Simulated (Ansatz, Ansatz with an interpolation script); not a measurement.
Planning a run of Ansatz 0.2.0 on BiOBr (P4/nmm). The input:

```yaml
crystal:
  lattice:
    - [3.916, 0.0, 0.0]
    - [0.0, 3.916, 0.0]
    - [0.0, 0.0, 8.077]
  atoms:
    - { symbol: Bi, position: [0.0, 0.5, 0.154] }
    - { symbol: Bi, position: [0.5, 0.0, 0.846] }
    - { symbol: Br, position: [0.0, 0.5, 0.653] }
    - { symbol: Br, position: [0.5, 0.0, 0.347] }
    - { symbol: O, position: [0.0, 0.0, 0.0] }
    - { symbol: O, position: [0.5, 0.5, 0.0] }
kpoints:
  mp_grid: { grid: [4, 4, 2] }
hamiltonian:
  xc: lda
  pseudopotentials: { kind: paw, azcp: { folder: soft_1 }, xc_functional: pbe }
scf:
  occupations: { method: fixed }
gw:
  n_empty_bands: 240
  ecut_chi: 90
  qp_bands: [v12, c5]
  screening: { model: contour_deformation }
```

The database entry behind the starting cell differs from later determinations by our own check (0.1 to 0.3 % short, probably kX units), so it need not match the best structure at ambient conditions.

```sh
ansatz run input.yaml --threads 3 --pin off --max-ram 92160MiB --backend cuda --events-out ev --progress --plain --runs-dir out --devices 1 --max-vram 13GiB
```

Estimate wall time and host memory on 1 × NVIDIA H100 80GB HBM3 (shared by 6 runs) with 3 threads of AMD EPYC 7R13 (Zen 3), shared host.

It took 18 s; on shared hardware allow 8.9 s to 35 s. Peak host memory was 1.2 GiB. The sizes that set the cost: 2419 plane waves a state, 12 irreducible k points, 268 bands summed, 233 plane waves in the screening and 8 SCF cycles.

The screening grows as filled bands × empty bands × pairs of k points, times the square of the screening basis for the matrix.

[Paths, hosts, dates, memory and timing lines, banners, echoed tables and standing remarks are left out of the program output.]

[Logs are printed without paths, hosts, clocks, repeated set-up lines and the standing remarks that a program may print on its own settings, such as how far it seeks lower states.]

[Runs of the session that timed out or met a known fault of the program may be left out.]

[Hosts, paths, dates, database ids (printed as entryN), source tags and the programs' standing remarks are cut or masked in the printed files.]
